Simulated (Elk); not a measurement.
## Optical response of KF (Carobbiite)

Wanted: where KF (Carobbiite) starts to absorb, how strongly, and its refractive index.

Program: Elk 11.2.3 (patched build). Level of theory: DFT, LDA, all-electron APW+lo, Dirac cores, scalar-relativistic bands, independent-particle optical response without local fields. Values are calculated unless marked as measured.

## 1. The structure

The structure is cubic, space group Fm-3m (No. 225). The conventional cell has a = 5.344 Å, b = 5.344 Å, c = 5.344 Å, α = 90.00°, β = 90.00°, γ = 90.00°. Nearest to K lie 6 F at 2.67 Å. Nearest to F lie 6 K at 2.67 Å. Farther neighbours, and contacts between anions beyond the nearest, are not listed.

## 2. Ground state

First the ground state: is it a metal or has it a gap?

This step: DFT, LDA, all-electron APW+lo, Dirac cores, scalar-relativistic bands, ground state (Elk 11.2.3 (patched build)).

The input, elk.in:

```
tasks
  0
  120

xctype
  3

nempty
  12

lorbcnd
  .true.

rgkmax
  7.0

swidth
  0.0018375

maxscl
  100

epsengy
  1e-05

sppath
  './'

avec
  0.000000000000 5.049064746081 5.049064746081
  5.049064746081 0.000000000000 5.049064746081
  5.049064746081 5.049064746081 0.000000000000

atoms
  2
  'K.in'
  1
  0.000000000000 0.000000000000 0.000000000000   0.000 0.000 0.000
  'F.in'
  1
  0.500000000000 0.500000000000 0.500000000000   0.000 0.000 0.000

ngridk
  10 10 10
```

Started as:

```bash
> OMP_NUM_THREADS=4 elk
```

The program printed:

```text
┌─────────────────────────┐
│ Elk code version 11.2.3 │
└─────────────────────────┘

All units are atomic (Hartree, Bohr, etc.)

┌─────────────────────────────────────────────────┐
│ Ground-state run starting from atomic densities │
└─────────────────────────────────────────────────┘

Lattice vectors :
   0.000000000       5.049064746       5.049064746
   5.049064746       0.000000000       5.049064746
   5.049064746       5.049064746       0.000000000

Reciprocal lattice vectors :
 -0.6222127882      0.6222127882      0.6222127882
  0.6222127882     -0.6222127882      0.6222127882
  0.6222127882      0.6222127882     -0.6222127882

Unit cell volume      :    257.4321686
Brillouin zone volume :   0.9635556223

Muffin-tin inner radius fraction :   0.1000000000E-01

Nuclei treated as point charges

Species : 1 (K)
 parameters loaded from : K.in
 name : potassium
 nuclear charge    :   -19.00000000
 electronic charge :    19.00000000
 atomic mass :    71271.84090
 muffin-tin radius :    2.400000000
 number of radial points in muffin-tin :    497
 inner part over the whole radius :   0.9891652203E-02
 number on inner part of muffin-tin    :    349
 approximate nuclear radius :   0.6514746337E-04
 number of mesh points to nuclear radius :    160
 atomic positions (lattice), magnetic fields (Cartesian) :
  1 :   0.00000000  0.00000000  0.00000000    0.00000000  0.00000000  0.00000000

Species : 2 (F)
 parameters loaded from : F.in
 name : fluorine
 nuclear charge    :   -9.000000000
 electronic charge :    9.000000000
 atomic mass :    34631.97045
 muffin-tin radius :    2.000000000
 number of radial points in muffin-tin :    297
 inner part over the whole radius :   0.9701541786E-02
 number on inner part of muffin-tin    :    205
 approximate nuclear radius :   0.5278478738E-04
 number of mesh points to nuclear radius :     88
 atomic positions (lattice), magnetic fields (Cartesian) :
  1 :   0.50000000  0.50000000  0.50000000    0.00000000  0.00000000  0.00000000

Total number of atoms per unit cell :    2
Total muffin-tin volume :    91.41615743
 ratio of muffin-tin to unit cell volume :   0.3551077471

Spin treatment :
 spin-unpolarised

Number of Bravais lattice symmetries :   48
Number of crystal symmetries         :   48
Crystal has inversion symmetry
Real symmetric eigensolver will be used

k-point grid :     10    10    10
k-point offset :    0.000000000       0.000000000       0.000000000
k-point set is reduced with full crystal symmetry group
Total number of k-points :       47

Muffin-tin radius times maximum |G+k| :    7.000000000
 using average radius
Maximum |G+k| for APW functions       :    3.181818182
Maximum (1/2)|G+k|²                   :    5.061983471
Maximum |G| for potential and density :    12.00000000
Constant for pseudocharge density :    7
 order of it for each species :   14  14
 order of it for pair densities of each species (exact exchange by exxq0 0: 14) :   12   7
Radial integration step length :    1

G-vector grid sizes :     28    28    28
Number of G-vectors :     7583

Maximum angular momentum used for
 APW functions            :    8
 outer part of muffin-tin :    6
 inner part of muffin-tin :    2

Total nuclear charge    :   -28.00000000
Total core charge       :    12.00000000
Total valence charge    :    16.00000000
Total excess charge     :    0.000000000
Total electronic charge :    28.00000000

Effective Wigner radius, rₛ :    1.299587099

Number of empty states         :     24
Total number of valence states :     33
Total number of core states    :     12

Conduction state local-orbitals added automatically
Third-order local-orbitals added for an l without core states : F
Total number of local-orbitals :    114

Exchange-correlation functional :      3     0     0
 Perdew-Wang/Ceperley-Alder, Phys. Rev. B 45, 13244 (1992)
 gradient requirement :    0
 local density approximation (LDA)

Smearing type :    3
 Fermi-Dirac
Smearing width :   0.1837500000E-02
Effective electronic temperature (K) :    580.2366081

Mixing type :    3
 Broyden mixing, J. Phys. A: Math. Gen. 17, L317 (1984)

Kohn-Sham potential initialised from atomic data

┌──────────────────────────────┐
│ Self-consistent loop started │
└──────────────────────────────┘

┌─────────────────┐
│ Loop number : 1 │
└─────────────────┘

Energies :
 Fermi                       :    -0.212936
 sum of occupied eigenvalues :     -399.58820811473
 electron kinetic            :      704.85729153283
 core electron kinetic       :      642.65806598255
 Coulomb                     :     -1362.9692094860
 Coulomb potential           :     -1044.8587518529
 nuclear-nuclear             :     -118.79416286501
 electron-nuclear            :     -1446.7905069771
 Hartree                     :      202.61546035615
 Madelung                    :     -840.53983355950
 xc potential                :     -59.586748
 exchange                    :     -39.847661
 correlation                 :     -2.179983
 electron entropic           :    -0.456686E-11
 total energy                :     -700.13956237492

Density of states at Fermi energy :   0.5442224894E-07
 (states/Hartree/unit cell)

Estimated indirect band gap :   0.3097627705
 from k-point 44 to k-point 1
Estimated direct band gap   :   0.3119987438
 at k-point 1

Charges :
 core                        :    12.00000000
 valence                     :    16.00000000
 interstitial                :    1.216916359
 muffin-tins (core leakage)
  species : 1 (K)
   atom 1                    :    17.52348462     ( -0.3351526527E-05)
  species : 2 (F)
   atom 1                    :    9.259599024     ( -0.4730095109E-05)
 total in muffin-tins        :    26.78308364
 total calculated charge     :    28.00002334
 total charge                :    28.00000000
 error                       :   0.2333986302E-04

┌─────────────────┐
│ Loop number : 2 │
└─────────────────┘

Energies :
 Fermi                       :    -0.209672
 sum of occupied eigenvalues :     -399.55143980804
 electron kinetic            :      704.10085595353
 core electron kinetic       :      642.46113508062
 Coulomb                     :     -1362.9353717437
 Coulomb potential           :     -1044.8618552146
 nuclear-nuclear             :     -118.79416286501
 electron-nuclear            :     -1446.7195833368
 Hartree                     :      202.57837445813
 Madelung                    :     -840.50444413639
 xc potential                :     -58.790441
 exchange                    :     -39.841504
 correlation                 :     -2.179740
 electron entropic           :    -0.456937E-11
 total energy                :     -700.85575927889

Density of states at Fermi energy :   0.5442516360E-07
 (states/Hartree/unit cell)

Estimated indirect band gap :   0.3074958748
 from k-point 44 to k-point 1
Estimated direct band gap   :   0.3095128785
 at k-point 1

Charges :
 core                        :    12.00000000
 valence                     :    16.00000000
 interstitial                :    1.221200651
 muffin-tins (core leakage)
  species : 1 (K)
   atom 1                    :    17.52516552     ( -0.3351582588E-05)
  species : 2 (F)
   atom 1                    :    9.253633828     ( -0.4730094967E-05)
 total in muffin-tins        :    26.77879935
 total calculated charge     :    28.00002354
 total charge                :    28.00000000
 error                       :   0.2353880424E-04

RMS change in Kohn-Sham potential (target) :   0.2644955272     (  0.1000000000E-05)
Absolute change in total energy (target)   :   0.7161969040     (  0.1000000000E-04)

[... 12 loops left out ...]

┌──────────────────┐
│ Loop number : 15 │
└──────────────────┘

Energies :
 Fermi                       :    -0.275229E-01
 sum of occupied eigenvalues :     -396.81444853074
 electron kinetic            :      703.42092435715
 core electron kinetic       :      642.70833947056
 Coulomb                     :     -1361.7270637709
 Coulomb potential           :     -1045.0303352796
 nuclear-nuclear             :     -118.79416286501
 electron-nuclear            :     -1444.1222189831
 Hartree                     :      201.18931807727
 Madelung                    :     -839.21189613104
 xc potential                :     -55.205038
 exchange                    :     -39.601814
 correlation                 :     -2.169764
 electron entropic           :    -0.450909E-11
 total energy                :     -700.07771702159

Density of states at Fermi energy :   0.5442385768E-07
 (states/Hartree/unit cell)

Estimated indirect band gap :   0.2137189659
 from k-point 1 to k-point 1
Estimated direct band gap   :   0.2137189659
 at k-point 1

Charges :
 core                        :    12.00000000
 valence                     :    16.00000000
 interstitial                :    1.424746790
 muffin-tins (core leakage)
  species : 1 (K)
   atom 1                    :    17.60642821     ( -0.3353515668E-05)
  species : 2 (F)
   atom 1                    :    8.968825003     ( -0.4730094001E-05)
 total in muffin-tins        :    26.57525321
 total calculated charge     :    28.00003160
 total charge                :    28.00000000
 error                       :   0.3159657255E-04

RMS change in Kohn-Sham potential (target) :   0.8421998574E-07 (  0.1000000000E-05)
Absolute change in total energy (target)   :   0.4453345014E-05 (  0.1000000000E-04)

Convergence targets achieved

┌──────────────────┐
│ Loop number : 16 │
└──────────────────┘

Energies :
 Fermi                       :    -0.275229E-01
 sum of occupied eigenvalues :     -396.81445020310
 electron kinetic            :      703.42092218034
 core electron kinetic       :      642.70833898923
 Coulomb                     :     -1361.7270636927
 Coulomb potential           :     -1045.0303352130
 nuclear-nuclear             :     -118.79416286501
 electron-nuclear            :     -1444.1222189413
 Hartree                     :      201.18931811356
 Madelung                    :     -839.21189608624
 xc potential                :     -55.205037
 exchange                    :     -39.601814
 correlation                 :     -2.169764
 electron entropic           :    -0.450909E-11
 total energy                :     -700.07771914000

Density of states at Fermi energy :   0.5442388379E-07
 (states/Hartree/unit cell)

Estimated indirect band gap :   0.2137190121
 from k-point 1 to k-point 1
Estimated direct band gap   :   0.2137190121
 at k-point 1

Charges :
 core                        :    12.00000000
 valence                     :    16.00000000
 interstitial                :    1.424746686
 muffin-tins (core leakage)
  species : 1 (K)
   atom 1                    :    17.60642818     ( -0.3353515165E-05)
  species : 2 (F)
   atom 1                    :    8.968825131     ( -0.4730093978E-05)
 total in muffin-tins        :    26.57525331
 total calculated charge     :    28.00003160
 total charge                :    28.00000000
 error                       :   0.3159657297E-04

┌──────────────────────────────┐
│ Self-consistent loop stopped │
└──────────────────────────────┘

Wrote STATE.OUT
```

The job ended after 5.9 s (4 threads of Arm Neoverse V1, shared host; peak memory 0.06 GiB).

Read from the output:

```
total energy           : -700.1 Ha
Fermi energy           : -0.7489 eV
DOS at the Fermi level : 2.00e-9 states/eV/cell
gap on the k-mesh      : 5.816 eV
direct gap on the mesh : 5.816 eV
```

There is a gap, 5.82 eV on this mesh (points off the mesh can give less), so no carriers' term is needed.

## 3. Independent particles

The spectrum is a sum over vertical transitions between filled and empty bands at the fixed density, so many empty bands are needed.

This step: DFT, LDA, all-electron APW+lo, Dirac cores, scalar-relativistic bands, independent-particle optical response without local fields (Elk 11.2.3 (patched build)).

Edit elk.in of step 2 so:

```diff
@@ -1,4 +1,6 @@
 tasks
-  0
-  120
+  121
+
+optcomp
+  1 1
 
@@ -17,9 +19,7 @@
 swidth
-  0.0018375
+  0.0055124
 
-maxscl
-  100
-
-epsengy
-  1e-05
+wplot
+  400 100 0
+  0.0 0.58799
```

Started as:

```bash
> OMP_NUM_THREADS=4 elk
```

The program printed:

```text
┌─────────────────────────────────┐
│ Elk code version 11.2.3 started │
└─────────────────────────────────┘

┌────────────────────┐
│ Current task : 121 │
└────────────────────┘

Info(dielectric):
 dielectric tensor written to EPSILON_ij.OUT
 optical conductivity written to SIGMA_ij.OUT
 for components
  i = 1, j = 1

┌──────────────────┐
│ Elk code stopped │
└──────────────────┘
```

Wall time 0.99 s (4 threads); peak memory 0.04 GiB.

This step gave:

* electronic dielectric constant ε∞, mean of the axes: 2.055
* main peak of Im epsilon, first axis: 9.957 eV

The Im ε, E ∥ x has structure finer than the step of the table below, so its rows give means over 0.5 eV. Peaks (eV: height): 9.96: 1.78, 11.84: 1.21, 13.48: 1.00, 14.20: 1.13, 15.28: 1.25.

Values under the direct gap are tails of Lorentzian lines. Im ε, E ∥ x against photon energy; means over each step:

```tsv
photon energy (eV)	Im ε, E ∥ x
0.5	0.00107
1.0	0.00219
1.5	0.00338
2.0	0.00471
2.5	0.00626
3.0	0.00815
3.5	0.0106
4.0	0.0139
4.5	0.0190
5.0	0.0283
5.5	0.0585
6.0	0.239
6.5	0.370
7.0	0.510
7.5	0.596
8.0	0.735
8.5	1.07
9.0	1.26
9.5	1.42
10.0	1.64
10.5	1.11
11.0	0.551
11.5	0.964
12.0	1.11
12.5	0.691
13.0	0.790
13.5	0.921
14.0	0.926
14.5	0.852
15.0	0.926
15.5	0.873
```

The Re ε, E ∥ x by photon energy:

```tsv
photon energy (eV)	Re ε, E ∥ x
0.0	2.06
0.5	2.06
1.0	2.06
1.5	2.07
2.0	2.08
2.5	2.10
3.0	2.13
3.5	2.16
4.0	2.20
4.5	2.25
5.0	2.33
5.5	2.45
6.0	2.65
6.5	2.63
7.0	2.47
7.5	2.58
8.0	2.55
8.5	2.59
9.0	2.51
9.5	2.17
10.0	1.69
10.5	1.01
11.0	1.67
11.5	1.97
12.0	1.51
12.5	1.50
13.0	1.77
13.5	1.70
14.0	1.84
14.5	1.51
15.0	1.82
15.5	1.29
```

The loss function −Im 1/ε at q → 0, E ∥ x has structure finer than the step of the table below, so its rows give means over 0.5 eV. Peaks (eV: height): 10.48: 0.493, 12.24: 0.346, 13.60: 0.273, 14.36: 0.315, 15.40: 0.375.

Values under the direct gap are tails of Lorentzian lines. The loss function −Im 1/ε at q → 0, E ∥ x by energy loss; means over each step:

```tsv
energy loss (eV)	loss function −Im 1/ε at q → 0, E ∥ x
0.5	2.5e-4
1.0	5.1e-4
1.5	7.9e-4
2.0	0.00108
2.5	0.00142
3.0	0.00180
3.5	0.00227
4.0	0.00287
4.5	0.00373
5.0	0.00521
5.5	0.00962
6.0	0.0349
6.5	0.0533
7.0	0.0774
7.5	0.0827
8.0	0.0980
8.5	0.137
9.0	0.167
9.5	0.209
10.0	0.284
10.5	0.421
11.0	0.185
11.5	0.203
12.0	0.308
12.5	0.251
13.0	0.212
13.5	0.246
14.0	0.237
14.5	0.272
15.0	0.230
15.5	0.309
```

The refractive index n and extinction k by photon energy:

```tsv
photon energy (eV)	n	k
0.0	1.43	0
0.5	1.43	3.7e-4
1.0	1.44	7.6e-4
1.5	1.44	0.00117
2.0	1.44	0.00163
2.5	1.45	0.00216
3.0	1.46	0.00279
3.5	1.47	0.00358
4.0	1.48	0.00466
4.5	1.50	0.00627
5.0	1.53	0.00912
5.5	1.56	0.0170
6.0	1.63	0.0645
6.5	1.62	0.102
7.0	1.58	0.155
7.5	1.62	0.208
8.0	1.61	0.205
8.5	1.64	0.347
9.0	1.64	0.404
9.5	1.55	0.469
10.0	1.43	0.611
10.5	1.12	0.484
11.0	1.31	0.199
11.5	1.45	0.355
12.0	1.30	0.429
12.5	1.25	0.249
13.0	1.36	0.302
13.5	1.36	0.369
14.0	1.39	0.317
14.5	1.27	0.311
15.0	1.38	0.306
15.5	1.19	0.347
```

The reflectivity at normal incidence, E ∥ x has structure finer than the step of the table below, so its rows give means over 0.5 eV. Peaks (eV: height): 9.96: 9.11, 11.80: 5.78, 13.44: 4.69, 14.16: 5.30, 15.24: 5.92.

Reflectivity at normal incidence, E ∥ x against photon energy; means over each step:

```tsv
photon energy (eV)	reflectivity at normal incidence, E ∥ x (%)
0.5	3.18
1.0	3.20
1.5	3.24
2.0	3.30
2.5	3.38
3.0	3.48
3.5	3.61
4.0	3.78
4.5	4.01
5.0	4.34
5.5	4.87
6.0	5.61
6.5	5.74
7.0	5.60
7.5	6.17
8.0	6.55
8.5	7.33
9.0	7.60
9.5	7.62
10.0	8.34
10.5	5.24
11.0	2.64
11.5	5.05
12.0	5.02
12.5	2.87
13.0	3.78
13.5	4.26
14.0	4.37
14.5	3.65
15.0	4.44
15.5	3.66
```

From ε follow the optical constants at some laser lines:

```tsv
wavelength (nm)	n	k	R (%)	1/α
1550	1.44	0.001	3.2	205 µm
1064	1.44	0.001	3.2	95 µm
450	1.45	0.002	3.4	15 µm
405	1.46	0.003	3.5	11 µm
365	1.47	0.003	3.6	8.5 µm
308	1.48	0.005	3.8	5.2 µm
193	1.61	0.092	5.5	167 nm
```

Below the direct gap, k and the depth come from the tails of the Lorentzian lines, not from transitions.

Rows near the edge hang on the gap, which this functional as a rule makes too small, and phonon-assisted absorption over an indirect gap is left out.

## 4. What came out

```
electronic dielectric constant ε∞, mean of the axes (independent particles) : 2.06
main peak of Im epsilon, first axis                                         : 9.96 eV
```

In words: At this level (LDA, independent particles) KF has ε∞ = 2.06 and n = 1.44 at 1550 nm, and Im ε peaks at 10.0 eV. On the mesh the gap is 5.82 eV and the least direct gap 5.82 eV. Im ε has its chief maxima at 8.54 eV (1.2), 9.96 eV (1.8), 11.83 eV (1.2) and 15.26 eV (1.3). Excitons and phonon-assisted transitions are missing, and so are local fields; LDA gaps are as a rule too small, which pulls the onset down and ε∞ up.

[Long decimals in the printed logs are rounded to 6 places.]

[Machine, clock and banner lines and Python warnings are left out of the logs.]

[Logs are printed without paths, hosts, clocks, repeated set-up lines and the standing remarks that a program may print on its own settings, such as how far it seeks lower states.]

[Hosts, paths, dates, database ids (printed as entryN), source tags and the programs' standing remarks are cut or masked in the printed files.]

[Where Elk ran, warnings of its patched build on accuracy (core leakage, angular cutoffs, spin-orbit splittings, empty states, lower magnetic states) are left out.]

[Where the starting crystal was built by hand or by swapping elements, it need not be the compound's stable phase.]

[The count of steps not shown may lack steps that the program refused or didn't finish.]
